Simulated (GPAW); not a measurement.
The Na K edge of atom 1 in NaHF2 (R-3m), with 6 F at 2.32 Å (distorted octahedral, site symmetry -3m), was computed in 2 ways: full core hole (charged cell) and no core hole. Program and functional: GPAW, LDA, Gaussian full width 0.9 eV up to 4 eV, rising linearly to 3.5 eV at 25 eV; cells of 4 and 24 atoms (the run without a hole in the smaller).

Each run is counted from its own lowest empty level or Fermi level and scaled to a mean of 1 over its first 20 eV.

```tsv
E (eV)	run 1	run 2
-2.0	0.00	0.00
-1.0	0.00	0.00
0.0	0.00	0.00
1.0	0.07	0.02
2.0	0.13	0.50
3.0	0.31	0.93
4.0	0.35	2.29
5.0	0.77	1.36
6.0	0.77	1.99
7.0	0.97	1.51
8.0	1.14	1.28
9.0	0.98	1.16
10.0	0.88	1.64
11.0	1.28	1.86
12.0	2.51	1.51
13.0	2.95	0.86
14.0	1.95	0.43
15.0	1.07	0.35
16.0	0.79	0.38
17.0	0.75	0.45
18.0	0.81	0.55
19.0	0.94	0.62
20.0	1.04	0.63
21.0	1.04	0.59
22.0	0.93	0.51
23.0	0.78	0.43
24.0	0.69	0.38
25.0	0.64	0.33
26.0	0.60	0.30
27.0	0.54	0.30
28.0	0.50	0.32
29.0	0.48	0.35
30.0	0.47	0.37
31.0	0.46	0.40
32.0	0.46	0.41
```

Question: Which run is which?

Run 1: no core hole (area from −2 to 6 eV 2.0, main maxima 7.7 eV (1.16), 12.7 eV (3.02) and 20.5 eV (1.06)). Run 2: full core hole (charged cell) (area from −2 to 6 eV 6.1, main maxima 3.9 eV (2.31), 5.7 eV (2.12), 10.8 eV (1.87) and 19.8 eV (0.64)). With each curve scaled to its own mean, the area from −2 to 6 eV with the hole is 6.1 against 2.0, and the centre of weight from −1 to 20 eV moves by -2.8 eV: the hole pulls the absorber's empty states down.

[Banner, clock and machine lines of the logs are left out without a mark of their own.]

[Logs are printed without paths, hosts, clocks, repeated set-up lines and the standing remarks that a program may print on its own settings, such as how far it seeks lower states.]

[Hosts, paths, dates, database ids (printed as entryN), source tags and the programs' standing remarks are cut or masked in the printed files.]

[Lists of maxima count a maximum above −3 eV only where it reaches 4 % of the highest in the window and stands out from its surroundings by 2 % of it (1.5 % where it reaches 55 %); shoulders and weaker maxima are passed over, and of the rest the first, up to two pre-edge ones and the few strongest are named.]
